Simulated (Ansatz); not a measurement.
# 1T-PtS2 monolayer in a perpendicular field

Wanted: the out-of-plane response of the 1T-PtS2 monolayer. A positive field points along +c.

Method: plane-wave DFT, PBE-D3(BJ), Ansatz PAW (set soft_1); PAW set soft_1, in Ansatz 0.2.0.

This is a report of a sequence of runs, with the program logs left out and the cost of each run kept.

## (1) Set-up

The cell holds 3 atoms: 2 S and 1 Pt. Its edges and angles: a = 3.570 Å, b = 3.570 Å, c = 35.014 Å, α = 90.0°, β = 90.0°, γ = 120.0°. Vacuum lies along c.

As a file:

```cif
data_structure
_symmetry_space_group_name_H-M 'P 1'
_symmetry_Int_Tables_number 1
_cell_length_a 3.5700
_cell_length_b 3.5700
_cell_length_c 35.0141
_cell_angle_alpha 90.000
_cell_angle_beta 90.000
_cell_angle_gamma 120.000
_cell_volume 386.46
loop_
_atom_site_label
_atom_site_type_symbol
_atom_site_fract_x
_atom_site_fract_y
_atom_site_fract_z
_atom_site_occupancy
S1 S 0.66667 0.33333 0.47124 1
Pt2 Pt 0.00000 0.00000 0.50000 1
S3 S 0.33333 0.66667 0.52876 1
```

## (2) Relaxing the slab

The starting cell is a guess, so the in-plane lattice and the atoms are relaxed first, with the slab cut off from its images along the normal.

The input, input.yaml:

```yaml
crystal:
  lattice:
    - [3.57, 0.0, 0.0]
    - [-1.785, 3.0917106915, 0.0]
    - [0.0, 0.0, 35.0140863942]
  atoms:
    - { symbol: S, position: [0.6666666667, 0.3333333333, 0.4712389127] }
    - { symbol: Pt, position: [0.0, 0.0, 0.5] }
    - { symbol: S, position: [0.3333333333, 0.6666666667, 0.5287610873] }
  periodic: [true, true, false]
kpoints:
  mp_grid: { grid: [12, 12, 1] }
hamiltonian:
  xc: pbe
  dispersion: d3bj
  pseudopotentials: { kind: paw, azcp: { folder: soft_1 } }
scf:
  occupations: { method: fermi_dirac, width: 0.05 }
  convergence: { dr2_threshold: 1.0e-09 }
relax:
  f_tol: 0.004
  max_steps: 90
  cell: {}
output:
  write_potential: true
  write_density: true
  volumetric_format: npy
```

Launch:

```sh
$ ansatz run input.yaml --threads 2 --pin off --max-ram 3072MiB --backend cpu --events-out ev --progress --plain --runs-dir out
```

The job ended after 20 s (2 threads of Arm Neoverse V2, shared host; peak memory 0.57 GiB; 39 s of CPU time).

Relaxation path:

| step | energy less that of the first step (eV) | largest force component (eV/Å) | volume (Å³) |
| --- | --- | --- | --- |
| 1 | 0.0000 | 3.0875 | 386.46 |
| 2 | -0.6513 | 0.2095 | 387.41 |
| 3 | -0.6611 | 0.0162 | 381.74 |
| 4 | -0.6615 | 0.0104 | 380.59 |
| 5 | -0.6615 | 0.0009 | 380.35 |
| 6* | -0.6612 | 0.0008 | 380.35 |

Relaxation steps marked * repeat the geometry before them on a plane-wave basis chosen anew for their cell, so energy and pressure can jump there.

Forces are held to the 12 operations that the program found; a distortion that breaks them can't arise in this run.

| cell as run | before | after | change |
| --- | --- | --- | --- |
| a (Å) | 3.570 | 3.542 | -0.8 % |
| b (Å) | 3.570 | 3.542 | -0.8 % |

The atoms that moved most (Å, along periodic axes as changes of fractional coordinates times the final cell, across vacuum about the mean position):

| atom | dx | dy | dz | length |
| --- | --- | --- | --- | --- |
| S3 | 0.000 | 0.000 | 0.235 | 0.235 |
| S1 | 0.000 | 0.000 | -0.235 | 0.235 |

The relaxed structure:

```xyz
3
Lattice="3.5416 0.0000 0.0000 -1.7708 3.0671 0.0000 0.0000 0.0000 35.0141" Properties=species:S:1:pos:R:3
S     1.7708    1.0224   16.2652
Pt    0.0000    0.0000   17.5070
S     0.0000    2.0448   18.7488
```

The lattice constant a goes from 3.570 to 3.542 Å.

## (3) Atoms held, field 0

A sawtooth potential applies the field, turning back in the middle of the vacuum. With the dipole correction the typed value is the field outside the slab. The induced dipole is small, so the SCF threshold is tight.

The cell differs from the one that the last finished run ended in (c 35.014 → 20.484 Å).

The input, input.yaml:

```yaml
crystal:
  lattice:
    - [3.5416318154, 0.0, 0.0]
    - [-1.7708159077, 3.067143123, 0.0]
    - [0.0, 0.0, 20.4836055961]
  atoms:
    - { symbol: S, position: [0.6666666667, 0.3333333333, 0.4393757709] }
    - { symbol: Pt, position: [0.0, 0.0, 0.5] }
    - { symbol: S, position: [0.3333333333, 0.6666666667, 0.5606242291] }
kpoints:
  mp_grid: { grid: [18, 18, 1] }
  band_path:
    path: [[0, 0, 0], [0.5, 0, 0], [0.33333333, 0.33333333, 0], [0, 0, 0]]
    npoints: 16
hamiltonian:
  xc: pbe
  dispersion: d3bj
  pseudopotentials: { kind: paw, azcp: { folder: soft_1 } }
scf:
  occupations: { method: fermi_dirac, width: 0.02585 }
  convergence: { dr2_threshold: 1.0e-10 }
efield:
  axis: 3
  dipole_correction: true
  ramp_position: 0.97
  ramp_width: 0.06
  amplitude: 0
output:
  dos: { projected: true, e_range: [-6, 5] }
  write_potential: true
  write_density: true
  volumetric_format: npy
  elf: true
```

Elapsed: 12 s, on 2 threads; peak memory 0.48 GiB.

Numbers from this step:

```yaml
gap_on_the_k_mesh: 1.815 eV
dipole_along_the_normal: 1.47e-6 e·Å
gap_along_the_path: 1.820 eV
smallest_direct_gap_along_the_path: 1.918 eV
ionisation_energy_upper_face: 6.358 eV
electron_affinity_upper_face: 4.539 eV
gap_the_smaller_of_path_and_mesh: 1.815 eV
```

Running mean over a fixed 2.7 Å (it still follows the layers) of the planar mean; the ramp of the sawtooth is left out. Electron's electrostatic potential energy less the Fermi level against z:

| z (Å) | electron's electrostatic potential energy less the Fermi level (eV) |
| --- | --- |
| 2.84 | 5.43 |
| 3.27 | 5.43 |
| 3.70 | 5.43 |
| 3.98 | 5.43 |
| 4.41 | 5.43 |
| 4.84 | 5.43 |
| 5.26 | 5.43 |
| 5.69 | 5.42 |
| 5.97 | 5.40 |
| 6.40 | 5.33 |
| 6.83 | 5.04 |
| 7.25 | 4.02 |
| 7.68 | 2.21 |
| 8.11 | 0.0833 |
| 8.39 | -1.55 |
| 8.82 | -4.43 |
| 9.25 | -7.34 |
| 9.67 | -9.44 |
| 10.10 | -10.2 |
| 10.38 | -10.2 |
| 10.81 | -9.44 |
| 11.24 | -7.34 |
| 11.66 | -4.43 |
| 12.09 | -1.55 |
| 12.38 | 0.0833 |
| 12.80 | 2.21 |
| 13.23 | 4.02 |
| 13.66 | 5.04 |
| 14.08 | 5.33 |
| 14.51 | 5.40 |
| 14.79 | 5.42 |
| 15.22 | 5.43 |
| 15.65 | 5.43 |
| 16.07 | 5.43 |
| 16.50 | 5.43 |
| 16.79 | 5.43 |
| 17.21 | 5.43 |
| 17.64 | 5.43 |

The density of states has structure finer than the step of the table below, so its rows give means over 0.25 eV. Peaks (eV: height): -5.590: 6.56, -4.650: 8.21, -2.970: 15.8, -1.090: 9.61, -0.980: 9.59, 1.110: 5.98, 1.690: 5.39.

Table of density of states by energy, zero at the Fermi level of the run, which the smearing sets inside the gap; means over each step:

| energy (eV) | density of states (states/eV a cell) |
| --- | --- |
| -5.75 | 1.23 |
| -5.50 | 3.71 |
| -5.25 | 1.55 |
| -5.00 | 1.89 |
| -4.75 | 3.80 |
| -4.50 | 4.71 |
| -4.25 | 2.36 |
| -4.00 | 2.51 |
| -3.75 | 0.872 |
| -3.50 | 0.383 |
| -3.25 | 1.58 |
| -3.00 | 7.29 |
| -2.75 | 1.87 |
| -2.50 | 1.50 |
| -2.25 | 2.56 |
| -2.00 | 3.17 |
| -1.75 | 2.31 |
| -1.50 | 3.27 |
| -1.25 | 3.75 |
| -1.00 | 5.14 |
| -0.75 | 0 |
| -0.50 | 0 |
| -0.25 | 0 |
| 0.00 | 0 |
| 0.25 | 0 |
| 0.50 | 0 |
| 0.75 | 0.00150 |
| 1.00 | 2.83 |
| 1.25 | 2.79 |
| 1.50 | 2.76 |
| 1.75 | 4.59 |
| 2.00 | 2.68 |
| 2.25 | 0.387 |
| 2.50 | 0 |

Projected DOS per atom over height of the atomic layer and energy from the Fermi level. Layers: S Pt S from below.

Ten even steps from '_' (0.00 states/eV) to '@' (3.76 states/eV), each cell a mean:
```
______
______
------
::::::
::::::
______
______
______
______
--..--
--::--
::::::
::::::
......
::@@::
__..__
__::__
..==..
--**--
..::..
::::::
..--..
```
Columns: height of the atomic layer (Å) from 9 to 11.5; rows upwards: energy from the Fermi level (eV) from -5.96 to 2.86.

Electronic bands along the path, in eV, zero at the Fermi level of the run, which the smearing sets inside the gap:

| point | band 12 | band 13 | band 14 | band 15 | band 16 | band 17 | band 18 | band 19 |
| --- | --- | --- | --- | --- | --- | --- | --- | --- |
| Γ | -1.74 | -1.62 | -1.16 | -1.16 | 2.33 | 2.33 | 4.51 | 4.89 |
| halfway | -2.94 | -1.36 | -1.28 | -1.07 | 0.89 | 1.89 | 5.33 | 5.84 |
| M | -3.03 | -2.88 | -2.59 | -2.34 | 1.97 | 2.10 | 4.61 | 5.82 |
| halfway | -3.15 | -3.15 | -2.02 | -1.66 | 1.40 | 1.75 | 5.32 | 6.90 |
| K | -3.38 | -3.21 | -1.61 | -1.61 | 1.26 | 1.26 | 5.96 | 8.04 |
| halfway | -2.98 | -1.72 | -1.38 | -0.93 | 1.18 | 1.30 | 6.01 | 6.09 |
| Γ | -1.74 | -1.62 | -1.16 | -1.16 | 2.33 | 2.33 | 4.51 | 4.89 |

Electrostatic potential energy in the ca plane at fractional y = 0.000, with atoms of Pt within 0.2 Å of it. With pseudopotentials it is smooth inside the atoms' cores, unlike the true potential.

Ten even steps from '0' (-47 eV) to '9' (4 eV), each cell a mean:
```
99999999999999999999960000389999999999999999
99999999999999999999984102789999999999999999
99999999999999999999988778889999999999999999
99999999999999999998888998888999999999999999
99999999999999999998888999888999999999999999
99999999999999999999888888888999999999999999
99999999999999999999987446899999999999999999
99999999999999999999971000589999999999999999
99999999999999999999860000289999999999999999
```
Columns run along c (16.0 Å, from fractional 0.08 to 0.86 of the cell; values clipped at the 3rd and 97th percentile), rows up along a (3.5 Å). Atoms in or near the plane, at fractional coordinates: Pt at (0.50, 0.00).

Valence density in the ca plane at fractional y = 0.000, with atoms of Pt within 0.2 Å of it. It is the smooth field of the valence electrons, not physical close to the nuclei.

Ten steps, logarithmic in the rise over the least value, from '0' (0 e/Å³) to '9' (11 e/Å³), each cell a mean:
```
00000000000000000001247998631000000000000000
00000000000000000001235776421100000000000000
00000000000000000012233443322100000000000000
00000000000000000012332222332210000000000000
00000000000000000012332222332210000000000000
00000000000000000012233333332110000000000000
00000000000000000011234554321100000000000000
00000000000000000001246887521000000000000000
00000000000000000001248999631000000000000000
```
Columns run along c (16.0 Å, from fractional 0.08 to 0.86 of the cell), rows up along a (3.5 Å). Atoms in or near the plane, at fractional coordinates: Pt at (0.50, 0.00).

ELF in the ca plane at fractional y = 0.000, with atoms of Pt within 0.2 Å of it. It is the smooth field of the valence electrons, not physical close to the nuclei.

Ten even steps from '0' (0.00) to '9' (0.70), each cell a mean:
```
00000000000000000001357887642000000000000000
00000000000000000012334675433110000000000000
00000000000000001356764344576542100000000000
00000000000000014789985324799985210000000000
00000000000000025799986224799986310000000000
00000000000000013578875334788864100000000000
00000000000000000134544554454321000000000000
00000000000000000001346786532100000000000000
00000000000000000001368888742000000000000000
```
Columns run along c (16.0 Å, from fractional 0.08 to 0.86 of the cell), rows up along a (3.5 Å). Atoms in or near the plane, at fractional coordinates: Pt at (0.50, 0.00).

The gap is 1.82 eV, with the valence edge 6.36 eV and the conduction edge 4.54 eV under the upper vacuum level. Spin-orbit coupling, left out in this run, matters for the bands of elements this heavy.

## (4) Single point, field 0.1 V/Å

Edit input.yaml of step 3 so:

```diff
@@ -24,7 +24,6 @@
   dipole_correction: true
-  ramp_position: 0.97
-  ramp_width: 0.06
-  amplitude: 0
+  ramp_position: 0.939
+  ramp_width: 0.122
+  amplitude: 0.1
 output:
-  dos: { projected: true, e_range: [-6, 5] }
   write_potential: true
@@ -32,2 +31 @@
   volumetric_format: npy
-  elf: true
```

Run time: 13 s. Hardware: 2 threads; peak memory 0.45 GiB.

The dipole is 0.0268 e·Å, and the gap 1.815 eV.

## (5) Single point, field -0.1 V/Å

Edit input.yaml of step 4 so:

```diff
@@ -26,3 +26,3 @@
   ramp_width: 0.122
-  amplitude: 0.1
+  amplitude: -0.1
 output:
```

Elapsed: 13 s, on 2 threads; peak memory 0.45 GiB.

The dipole is -0.0268 e·Å, and the gap 1.815 eV.

## (6) Response, atoms held

This step: plane-wave DFT, PBE-D3(BJ), Ansatz PAW (set soft_1); response to a field along the normal, atoms held; PAW set soft_1 (Ansatz 0.2.0).

The dipoles give the slope, and the difference of two potentials shows where the field is screened.

This step gave:

* equivalent conductor thickness p/(ε₀AE): 4.462 Å
* distance between the outer atoms: 2.484 Å

Dipole of the cell against applied field:

| applied field (V/Å) | dipole of the cell (e·Å) |
| --- | --- |
| -0.1000 | -0.0268 |
| 0.0000 | 1.5e-6 |
| 0.1000 | 0.0268 |

Local field over the applied field, running mean. From the potentials at -0.1 and 0.1 V/Å; running mean over 2.5 Å. Table of local field over applied field by z:

z (Å), local field over applied field and a bar:
```
     4.13      1.000 ##############################
     4.41      0.999 ##############################
     4.84      0.998 ##############################
     5.12      0.995 ##############################
     5.41      0.992 ##############################
     5.83      0.979 #############################
     6.12      0.963 #############################
     6.40      0.937 ############################
     6.83      0.868 ##########################
     7.11      0.798 ########################
     7.40      0.714 #####################
     7.82      0.571 #################
     8.11      0.469 ##############
     8.39      0.367 ##########
     8.82      0.229 ######
     9.10      0.155 ####
     9.39      0.099 ##
     9.82      0.047 
    10.10      0.031 
    10.38      0.031 
    10.67      0.047 
    11.10      0.099 ##
    11.38      0.155 ####
    11.66      0.229 ######
    12.09      0.367 ##########
    12.38      0.469 ##############
    12.66      0.571 #################
    13.09      0.714 #####################
    13.37      0.798 ########################
    13.66      0.868 ##########################
    14.08      0.937 ############################
    14.37      0.963 #############################
    14.65      0.979 #############################
    15.08      0.992 ##############################
    15.36      0.995 ##############################
    15.65      0.998 ##############################
    16.07      0.999 ##############################
    16.36      1.000 ##############################
```

Electrons, planar mean, per unit field. Table of induced electron density by z:

z (Å), induced electron density (e/Å³ per V/Å) and a bar from the least value:
```
      4.5    0.00000 ###############
      5.0    0.00002 ###############
      5.5    0.00005 ###############
      6.0    0.00014 ################
      6.5    0.00038 #################
      7.0    0.00097 ###################
      7.5    0.00218 #########################
      8.0    0.00336 ##############################
      8.5    0.00213 ########################
      9.0    0.00141 #####################
      9.5    0.00030 ################
     10.0   -0.00009 ###############
     10.5    0.00011 ###############
     11.0   -0.00036 #############
     11.5   -0.00141 #########
     12.0   -0.00220 #####
     12.5   -0.00336 
     13.0   -0.00214 #####
     13.5   -0.00094 ###########
     14.0   -0.00037 #############
     14.5   -0.00013 ##############
     15.0   -0.00004 ###############
     15.5   -0.00001 ###############
     16.0    0.00000 ###############
```

The smaller of the gaps on the path and on the k-mesh, counted as 0 under 0.03 eV. The gap stays at 1.81 eV for applied field from -0.1 to 0.1 V/Å.

By hand: between -0.1 and 0.1 V/Å the dipole changes by 0.05357 e·Å, a slope of 0.2678 e·Å²/V. A perfect conductor of thickness t has p = ε₀AEt, so t = 180.95 × 0.2678 / 10.863 = 4.46 Å (e/ε₀ = 180.95 V·Å, A in Å²).

The induced dipole is that of a conductor 4.46 Å thick.

## (7) What came out

| Quantity | Value |
| --- | --- |
| gap without field | 1.82 eV |
| ionisation energy, upper face | 6.36 eV |
| electron affinity, upper face | 4.54 eV |
| equivalent conductor thickness, atoms held | 4.46 Å |

The induced dipole equals that of a perfect conductor 4.46 Å thick, while the outer atoms lie 2.48 Å apart; an out-of-plane ε follows only once a thickness t is chosen, by 1 − 1/ε = 4.46 Å / t. The gap stays within 0.01 eV of 1.82 eV over the fields run, up to 0.1 V/Å in size. Semilocal functionals give gaps that are too small, and excitons are not included. Spin-orbit coupling is left out, which matters for the bands of elements this heavy.

[Long decimals in the printed logs are rounded to 6 places.]

[Logs are printed without paths, hosts, clocks, repeated set-up lines and the standing remarks that a program may print on its own settings, such as how far it seeks lower states.]

[Hosts, paths, dates, database ids (printed as entryN), source tags and the programs' standing remarks are cut or masked in the printed files.]

[Maps of the electrostatic potential energy from Ansatz leave out the sawtooth potential of an applied field or a dipole correction, so their vacuum need not be flat; planar profiles and work functions include it.]

[The density of states shown here was stored with 400 of the rows of the run's finer table, so its peaks can read low, often by over a quarter, or be missed, and its means over a window can be off by a tenth or more.]
